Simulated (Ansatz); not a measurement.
## TaInCu in the AlB2 type: lattice stability ahead of a resistivity run

The plan: relax TaInCu in the AlB2 type, check its phonons, and, if the lattice is stable, compute its Eliashberg function and ρ(T).

Program: Ansatz 0.2.0. Level of theory: DFT PBEsol, scalar-relativistic, plane waves, PAW; PAW set soft_1. Results are calculated unless marked as measured.

Report form: the programs' logs are mostly left out.

The structure was built from a prototype and need not be the compound's stable phase.

## (1) Starting point

It takes space group P-6m2 (No. 187, hexagonal). The conventional cell has a = 3.949 Å, b = 3.949 Å, c = 4.146 Å, α = 90.00°, β = 90.00°, γ = 120.00°. Nearest to Ta lie 6 In at 3.08 Å and 6 Cu at 3.08 Å. Nearest to In lie 3 Cu at 2.28 Å and 6 Ta at 3.08 Å. Nearest to Cu lie 3 In at 2.28 Å and 6 Ta at 3.08 Å. Farther neighbours are not listed.

## (2) Relaxation

The structure is brought to rest under this functional.

File input.yaml:

```yaml
crystal:
  lattice:
    - [3.94887, 0.0, 0.0]
    - [-1.97444, 3.41983, 0.0]
    - [0.0, 0.0, 4.14632]
  atoms:
    - { symbol: Ta, position: [0.0, 0.0, 0.0] }
    - { symbol: In, position: [0.33333333, 0.66666667, 0.5] }
    - { symbol: Cu, position: [0.66666667, 0.33333333, 0.5] }
kpoints:
  mp_grid: { grid: [9, 9, 8] }
hamiltonian:
  xc: pbesol
  pseudopotentials: { kind: paw, azcp: { folder: soft_1 }, xc_functional: pbe }
scf:
  occupations: { method: gaussian, width: 0.1 }
output:
  forces: true
  stress: true
  eigenvalues: true
relax:
  adjacent_minimum: "off"
  f_tol: 0.005
  max_steps: 80
  cell: { stress_tol: 0.05 }
```

Run with:

```
> ansatz run input.yaml --threads 4 --pin off --max-ram 12288MiB --backend cpu --events-out ev --progress --plain --runs-dir out
```

It took 31 s on 4 threads of Intel Xeon Platinum 8559C (Emerald Rapids), shared host; peak memory 0.53 GiB.

Step by step:

```tsv
step	energy less that of the first step (eV)	largest force component (eV/Å)	pressure (GPa)	volume (Å³)
1	0.0000	0.0000	-1.78	55.99
2	-0.4321	0.0000	-1.61	54.61
3	-0.8101	0.0000	-1.30	53.30
4	-1.1626	0.0000	-0.33	51.89
5	-1.5296	0.0000	0.84	50.51
6	-1.8424	0.0000	1.26	49.60
7	-1.9302	0.0000	1.01	49.38
8	-1.9413	0.0000	-0.32	49.80
9	-1.9415	0.0000	-0.02	49.70
10*	-1.9460	0.0000	0.16	49.70
11	-1.9461	0.0000	0.01	49.75
12*	-1.9461	0.0000	0.01	49.75
```

Relaxation steps marked * repeat the geometry before them on a plane-wave basis chosen anew for their cell, so energy and pressure can jump there.

Forces are held to the 12 operations that the run works with; a distortion that breaks them can't arise in this run.

```tsv
cell as run	before	after	change
a (Å)	3.949	4.386	+11.1 %
b (Å)	3.949	4.386	+11.1 %
c (Å)	4.146	2.986	-28.0 %
volume (Å³/atom)	18.66	16.58	-11.1 %
```

The relaxed structure:

```xyz
3
Lattice="4.3860 0.0000 0.0000 -2.1930 3.7984 0.0000 0.0000 0.0000 2.9863" Properties=species:S:1:pos:R:3 pbc="T T T"
Ta    0.0000    0.0000    0.0000
In    0.0000    2.5322    1.4932
Cu    2.1930    1.2661    1.4932
```

This step gave:

```yaml
pressure: 0.008903 GPa
volume_per_atom: 16.58 Å³/atom
metallic_on_mesh: yes
gap_on_the_k_mesh: 0 eV
```

The largest force is now zero by symmetry and the largest stress component 0.012 GPa.

## (3) Relaxation

The cell moved far, so the relaxation is started again from the new cell to confirm it.

input.yaml, the sections that differ from step 2:

```yaml
crystal:
  lattice:
    - [4.3859663357, 3.2063e-06, 0.0]
    - [-2.1929859446, 3.7983566638, 0.0]
    - [0.0, 0.0, 2.9863404651]
  atoms:
    - { symbol: Ta, position: [0.0, 0.0, 0.0] }
    - { symbol: In, position: [0.3333333333, 0.6666666667, 0.5] }
    - { symbol: Cu, position: [0.6666666667, 0.3333333333, 0.5] }
kpoints:
  mp_grid: { grid: [9, 9, 10] }
# hamiltonian, scf, output, relax: as in step 2
```

Run time: 12 s. Hardware: 4 threads; peak memory 0.52 GiB.

Step by step:

```tsv
step	energy less that of the first step (eV)	largest force component (eV/Å)	pressure (GPa)	volume (Å³)
1	0.0000	0.0000	0.02	49.75
2	0.0000	0.0000	0.18	49.70
3	-0.0001	0.0000	-0.08	49.78
4	-0.0001	0.0000	0.00	49.76
5	-0.0001	0.0000	0.00	49.76
```

The log counts 1 steps on a newly chosen plane-wave basis, not all of them marked here; energy and pressure can jump at such steps.

```tsv
conventional cell, symmetrised	before	after	change
a (Å)	4.386	4.389	+0.1 %
b (Å)	4.386	4.389	+0.1 %
c (Å)	2.986	2.982	-0.1 %
volume (Å³/atom)	16.58	16.59	+0.0 %
```

The relaxed structure:

```xyz
3
Lattice="4.3891 0.0000 0.0000 -2.1945 3.8010 0.0000 0.0000 0.0000 2.9825" Properties=species:S:1:pos:R:3 pbc="T T T"
Ta    0.0000    0.0000    0.0000
In    0.0000    2.5340    1.4912
Cu    2.1945    1.2670    1.4912
```

Numbers from this step:

```
pressure        : -0.001239 GPa
volume per atom : 16.59 Å³/atom
```

The largest force is now zero by symmetry and the largest stress component 0.0022 GPa.

## (4) Tight relaxation

No force is left; the cell is relaxed once more with another smearing and tight thresholds.

input.yaml, the sections that differ from step 3:

```yaml
crystal:
  lattice:
    - [4.3890548596, 3.2086e-06, 0.0]
    - [-2.1945302085, 3.8010314027, 0.0]
    - [0.0, 0.0, 2.9824644557]
  atoms:
    - { symbol: Ta, position: [0.0, 0.0, 0.0] }
    - { symbol: In, position: [0.3333333333, 0.6666666667, 0.5] }
    - { symbol: Cu, position: [0.6666666667, 0.3333333333, 0.5] }
scf:
  occupations: { method: methfessel_paxton, width: 0.2 }
relax:
  adjacent_minimum: "off"
  f_tol: 0.001
  max_steps: 60
  cell: { stress_tol: 0.01 }
# kpoints, hamiltonian, output: as in step 3
```

The job ended after 11 s (4 threads; peak memory 0.52 GiB).

Little changed from the start: no atom moved by 0.005 Å and no cell edge by 0.1 %.

This step gave:

```
pressure        : -1.30e-4 GPa
volume per atom : 16.58 Å³/atom
```

The largest force is now zero by symmetry and the largest stress component 1.6e-4 GPa, small enough for phonons.

## (5) Phonons by linear response: q 2×2×2, k 4×4×6

Couplings are defined for a stable lattice alone, so phonons come first.

File input.yaml:

```yaml
crystal:
  lattice:
    - [4.3884496785, 3.2081e-06, 0.0]
    - [-2.1942276176, 3.8005073007, 0.0]
    - [0.0, 0.0, 2.9830128483]
  atoms:
    - { symbol: Ta, position: [0.0, 0.0, 0.0] }
    - { symbol: In, position: [0.3333333333, 0.6666666667, 0.5] }
    - { symbol: Cu, position: [0.6666666667, 0.3333333333, 0.5] }
kpoints:
  mp_grid: { grid: [4, 4, 6] }
hamiltonian:
  xc: pbesol
  pseudopotentials: { kind: paw, azcp: { folder: soft_1 }, xc_functional: pbe }
scf:
  occupations: { method: methfessel_paxton, width: 0.2 }
output:
  eigenvalues: true
phonons:
  method: dfpt
  qmesh: [2, 2, 2]
  temperatures: { t_max: 1000, t_step: 50 }
  qpath:
    path:
      - [[0.0, 0.0, 0.0], [0.5, 0.0, 0.0], [0.33333333, 0.33333333, 0.0], [0.0, 0.0, 0.0], [0.0, 0.0, 0.5], [0.5, 0.0, 0.5], [0.33333333, 0.33333333, 0.5], [0.0, 0.0, 0.5]]
      - [[0.5, 0.0, 0.5], [0.5, 0.0, 0.0]]
      - [[0.33333333, 0.33333333, 0.5], [0.33333333, 0.33333333, 0.0]]
    npoints: 10
```

Run time: 26 s. Hardware: 4 threads; peak memory 0.62 GiB; 93 s of CPU time.

Numbers from this step:

| Item | Value |
| --- | --- |
| share of imaginary modes in the plain interpolation between solved wavevectors | 0.0661 |
| highest frequency, solved or plainly interpolated | 246.6 cm⁻¹ |

Solved on the 2×2×2 mesh alone; all other wavevectors are interpolated. Phonon branches along the path, in cm⁻¹:

```tsv
point	branch 1	branch 2	branch 3	branch 4	branch 5	branch 6	branch 7	branch 8	branch 9
Γ	0	0	0	43	123	151	151	238	238
halfway	44	47	53	85	116	141	145	229	243
M	55	67	80	102	105	129	163	212	246
halfway	57	71	83	100	105	118	176	210	245
K	59	79	90	93	98	112	195	198	244
halfway	50	50	58	94	113	134	150	227	243
Γ	0	0	0	43	123	151	151	238	238
halfway	-50	67	67	84	144	144	147	233	233
A	-82	108	108	108	127	127	173	228	228
halfway	-77	85	104	105	131	137	182	218	230
L	-70	73	80	101	134	156	186	206	231
halfway	-68	59	84	111	129	161	188	198	234
H	-67	48	87	116	124	170	187	189	236
halfway	-75	77	100	108	130	141	183	214	231
A	-82	108	108	108	127	127	173	228	228
jump to L	-70	73	80	101	134	156	186	206	231
halfway	-30	71	87	91	130	150	164	209	239
M	55	67	80	102	105	129	163	212	246
jump to H	-67	48	87	116	124	170	187	189	236
halfway	-24	68	83	100	112	158	186	191	240
K	59	79	90	93	98	112	195	198	244
```

Lowest modes at the softest wavevector of the mesh. Modes at q = (0.000, 0.000, 0.500), with each element's share of the kinetic energy (negative means imaginary):

```tsv
mode	frequency (cm⁻¹)	Ta %	In %	Cu %
1	-81.6	0	4	96
2	107.8	100	0	0
3	108.5	0	59	41
4	108.5	0	59	41
5	127.4	100	0	0
6	127.4	100	0	0
```

Displacements in mode 1 (-81.6 cm⁻¹), the largest set to 1, in the home cell:
```
Ta1  0.00  0.00  0.00
In2  0.00  0.00 -0.16
Cu3  0.00  0.00  1.00
```

Displacements in mode 3 (108.5 cm⁻¹), the largest set to 1, in the home cell (x, y, z of the real part, then of the imaginary part):
```
Ta1  0.00  0.00  0.00  0.00  0.00  0.00
In2  0.24  0.88  0.00 -0.33  0.09  0.00
Cu3  0.27  1.00  0.00 -0.37  0.10  0.00
```

Among the solved wavevectors the lowest mode, translations apart, is -81.6 cm⁻¹, imaginary.

## (6) Phonons by linear response: q 3×3×2, k 6×6×8

An imaginary mode on so few k-points may come from the sampling, so the phonons are repeated with another q and k mesh.

input.yaml: that of step 5 with these lines changed.

```diff
@@ -10,3 +10,3 @@
 kpoints:
-  mp_grid: { grid: [4, 4, 6] }
+  mp_grid: { grid: [6, 6, 8] }
 hamiltonian:
@@ -20,3 +20,3 @@
   method: dfpt
-  qmesh: [2, 2, 2]
+  qmesh: [3, 3, 2]
   temperatures: { t_max: 1000, t_step: 50 }
```

It took 1.8 min on 4 threads; peak memory 1 GiB.

This step gave:

```
share of imaginary modes in the plain interpolation between solved wavevectors : 0.0667
```

Solved on the 3×3×2 mesh alone; all other wavevectors are interpolated. The phonon branches at the labelled points (cm⁻¹):

```tsv
point	branch 1	branch 2	branch 3	branch 4	branch 5	branch 6	branch 7	branch 8	branch 9
Γ	0	0	0	39	124	151	151	238	238
halfway	45	49	55	87	116	140	143	230	242
M	56	66	80	100	103	127	162	214	247
halfway	55	68	83	100	100	115	176	210	246
K	55	76	90	91	91	113	196	198	246
halfway	49	51	61	96	114	130	150	227	243
Γ	0	0	0	39	124	151	151	238	238
halfway	-44	65	65	87	144	144	148	234	234
A	-73	110	110	113	122	122	176	229	229
halfway	-78	90	96	106	122	143	185	220	231
L	-68	61	79	101	120	158	190	208	233
halfway	-62	63	65	108	111	163	191	201	235
H	-56	50	70	100	111	172	192	192	237
halfway	-77	82	91	109	120	147	187	216	232
A	-73	110	110	113	122	122	176	229	229
jump to L	-68	61	79	101	120	158	190	208	233
halfway	-28	62	82	91	125	151	165	211	240
M	56	66	80	100	103	127	162	214	247
jump to H	-56	50	70	100	111	172	192	192	237
halfway	-6	67	75	86	106	160	187	194	241
K	55	76	90	91	91	113	196	198	246
```

Lowest modes at the softest wavevector of the mesh. The modes at q = (-0.333, 0.000, 0.500) (shares of kinetic energy by element, %) (negative means imaginary):

```tsv
mode	frequency (cm⁻¹)	Ta %	In %	Cu %
1	-76.0	3	3	94
2	81.8	77	17	6
3	84.6	80	17	3
4	103.5	0	59	41
5	121.0	100	0	0
6	150.6	18	44	38
```

Displacements in mode 1 (-76.0 cm⁻¹), the largest set to 1, in the home cell (x, y, z of the real part, then of the imaginary part):
```
Ta1 -0.09 -0.05  0.00 -0.04 -0.02  0.00
In2  0.00  0.00 -0.10  0.00  0.00 -0.08
Cu3  0.00  0.00  1.00  0.00  0.00 -0.01
```

Displacements in mode 5 (121.0 cm⁻¹), the largest set to 1, in the home cell:
```
Ta1 -0.58  1.00  0.00
In2  0.00  0.00  0.00
Cu3  0.00  0.00  0.00
```

The modes has structure finer than the step of the table below, so its rows give means over 10 cm⁻¹, whole bins alone (the curve runs from -87.6 to 264 cm⁻¹). Peaks (cm⁻¹: height): Cu -67.7: 0.0154, 51.7: 0.0171, 148.9: 0.0123, 213.0: 0.0232, 235.2: 0.0409; In 67.1: 0.0232, 126.8: 0.0159, 160.0: 0.0212, 213.0: 0.0150, 235.2: 0.0312; Ta 67.1: 0.0443, 98.1: 0.0482, 122.4: 0.0340.

Phonopy on the run's constants, 15x15x19 mesh, Gaussian sigma 2.5 cm⁻¹. Modes against wavenumber; means over each step; values in 1/cm⁻¹/cell:

```tsv
wavenumber (cm⁻¹)	Cu	In	Ta
-80	0.00454	1.6e-4	1.1e-4
-70	0.0142	4.4e-4	3.4e-4
-60	0.0133	3.3e-4	2.7e-4
-50	0.00942	2.5e-4	2.0e-4
-40	0.00577	1.6e-4	1.3e-4
-30	0.00560	1.9e-4	1.3e-4
-20	0.00260	8.4e-5	7.1e-5
-10	0.00121	4.9e-5	2.7e-5
0	0.00115	6.0e-5	6.2e-5
10	0.00190	1.5e-4	1.6e-4
20	0.00391	4.9e-4	6.6e-4
30	0.00591	0.00116	0.00161
40	0.0101	0.00232	0.00291
50	0.0155	0.00474	0.00642
60	0.00697	0.0136	0.0243
70	0.00572	0.0209	0.0399
80	0.00460	0.0155	0.0303
90	0.00391	0.0103	0.0311
100	0.00678	0.0134	0.0420
110	0.00706	0.0118	0.0233
120	0.00737	0.0138	0.0308
130	0.00876	0.0143	0.0198
140	0.00807	0.0125	0.0119
150	0.0117	0.0180	0.0106
160	0.0105	0.0201	0.00584
170	0.00573	0.0171	0.00440
180	0.00260	0.0165	0.00423
190	0.00205	0.0106	0.00294
200	0.00801	0.00370	4.9e-4
210	0.0199	0.0124	0.00122
220	0.0178	0.0122	9.0e-4
230	0.0269	0.0199	6.6e-4
240	0.0343	0.0273	0.00139
250	0.00625	0.00520	3.6e-4
```

No LO-TO term; unit eigenvectors of the mass-weighted matrix. The modes at Γ (shares of kinetic energy by element, %):

```tsv
mode	frequency (cm⁻¹)	symmetry	Ta %	In %	Cu %
1	0.0	unnamed	50	32	18
2	0.0	unnamed	50	32	18
3	0.0	unnamed	50	32	18
4	39.1	A2''	5	16	80
5	123.6	A2''	45	52	3
6	151.4	E'	49	23	29
7	151.4	E'	49	23	29
8	238.1	E'	1	45	54
9	238.1	E'	1	45	54
```

Displacements in mode 4 (39.1 cm⁻¹), the largest set to 1:
```
Ta1  0.00  0.00 -0.14
In2  0.00  0.00 -0.33
Cu3  0.00  0.00  1.00
```

Displacements in mode 7 (151.4 cm⁻¹), the largest set to 1:
```
Ta1  0.00  0.77  0.00
In2  0.00 -0.67  0.00
Cu3  0.00 -1.00  0.00
```

Among the solved wavevectors the lowest mode, translations apart, is -76 cm⁻¹, imaginary.

## (7) Phonons by linear response: Fermi–Dirac smearing of 0.3 eV

The phonons are repeated on the same meshes with a wide Fermi–Dirac smearing, to see whether the soft mode comes from sharp features of the Fermi surface.

input.yaml: that of step 6 with these lines changed.

```diff
@@ -15,3 +15,3 @@
 scf:
-  occupations: { method: methfessel_paxton, width: 0.2 }
+  occupations: { method: fermi_dirac, width: 0.3 }
 output:
```

Wall time 1.8 min (4 threads); peak memory 1 GiB.

Numbers from this step:

- share of imaginary modes in the plain interpolation between solved wavevectors: 0.0519
- highest frequency, solved or plainly interpolated: 245.5 cm⁻¹

Solved on the 3×3×2 mesh alone; all other wavevectors are interpolated. Phonon branches along the path, in cm⁻¹:

```tsv
point	branch 1	branch 2	branch 3	branch 4	branch 5	branch 6	branch 7	branch 8	branch 9
Γ	0	0	0	47	122	151	151	236	236
halfway	41	50	54	85	115	139	143	228	242
M	57	62	79	98	101	126	162	212	246
halfway	58	61	81	98	98	113	176	209	245
K	59	64	89	90	92	108	195	198	244
halfway	44	53	59	94	112	130	149	226	242
Γ	0	0	0	47	122	151	151	236	236
halfway	-29	68	68	92	145	145	146	233	233
A	-61	110	110	123	126	126	171	230	230
halfway	-55	98	103	106	125	145	180	222	232
L	-47	79	90	102	124	163	184	211	235
halfway	-46	73	82	117	118	166	186	203	238
H	-45	63	86	110	126	173	187	193	240
halfway	-53	89	98	113	123	148	182	218	234
A	-61	110	110	123	126	126	171	230	230
jump to L	-47	79	90	102	124	163	184	211	235
halfway	24	70	82	96	126	148	166	211	241
M	57	62	79	98	101	126	162	212	246
jump to H	-45	63	86	110	126	173	187	193	240
halfway	25	70	82	87	115	156	188	194	242
K	59	64	89	90	92	108	195	198	244
```

Lowest modes at the softest wavevector of the mesh. The modes at q = (0.000, 0.000, 0.500) (shares of kinetic energy by element, %) (negative means imaginary):

```tsv
mode	frequency (cm⁻¹)	Ta %	In %	Cu %
1	-60.9	0	5	95
2	110.4	0	59	41
3	110.4	0	59	41
4	122.9	100	0	0
5	126.0	100	0	0
6	126.0	100	0	0
```

Displacements in mode 1 (-60.9 cm⁻¹), the largest set to 1, in the home cell:
```
Ta1  0.00  0.00  0.00
In2  0.00  0.00 -0.17
Cu3  0.00  0.00  1.00
```

Displacements in mode 5 (126.0 cm⁻¹), the largest set to 1, in the home cell:
```
Ta1 0.00 1.00 0.00
In2 0.00 0.00 0.00
Cu3 0.00 0.00 0.00
```

Among the solved wavevectors the lowest mode, translations apart, is -60.9 cm⁻¹, imaginary.

## (8) Results

| Item | Value |
| --- | --- |
| phonon run of the rows without a label of their own | PBEsol, q 3×3×2, k 6×6×8 |
| softest mode on the q mesh | -76 cm⁻¹ at q = (-0.333, 0, 0.5) |
| highest frequency, solved or plainly interpolated | 247 cm⁻¹ |

What this shows: The lattice is dynamically unstable at this level: a mode at q = (-0.333, 0, 0.5) is imaginary, 76i cm⁻¹, so no harmonic coupling constant or resistivity is defined for this structure. These meshes are coarse, and single modes of a metal can move by tens of cm⁻¹ with the k mesh. Spin–orbit coupling, left out here, matters for Ta. The phonon runs are not spin-polarised. The PAW files were made for PBE; under other functionals the run regenerates their frozen core. The structure was built by hand as an ordered model, and its stability against other phases was not tested.

[Logs are printed without paths, hosts, clocks, repeated set-up lines and the standing remarks that a program may print on its own settings, such as how far it seeks lower states.]

[Hosts, paths, dates, database ids (printed as entryN), source tags and the programs' standing remarks are cut or masked in the printed files.]
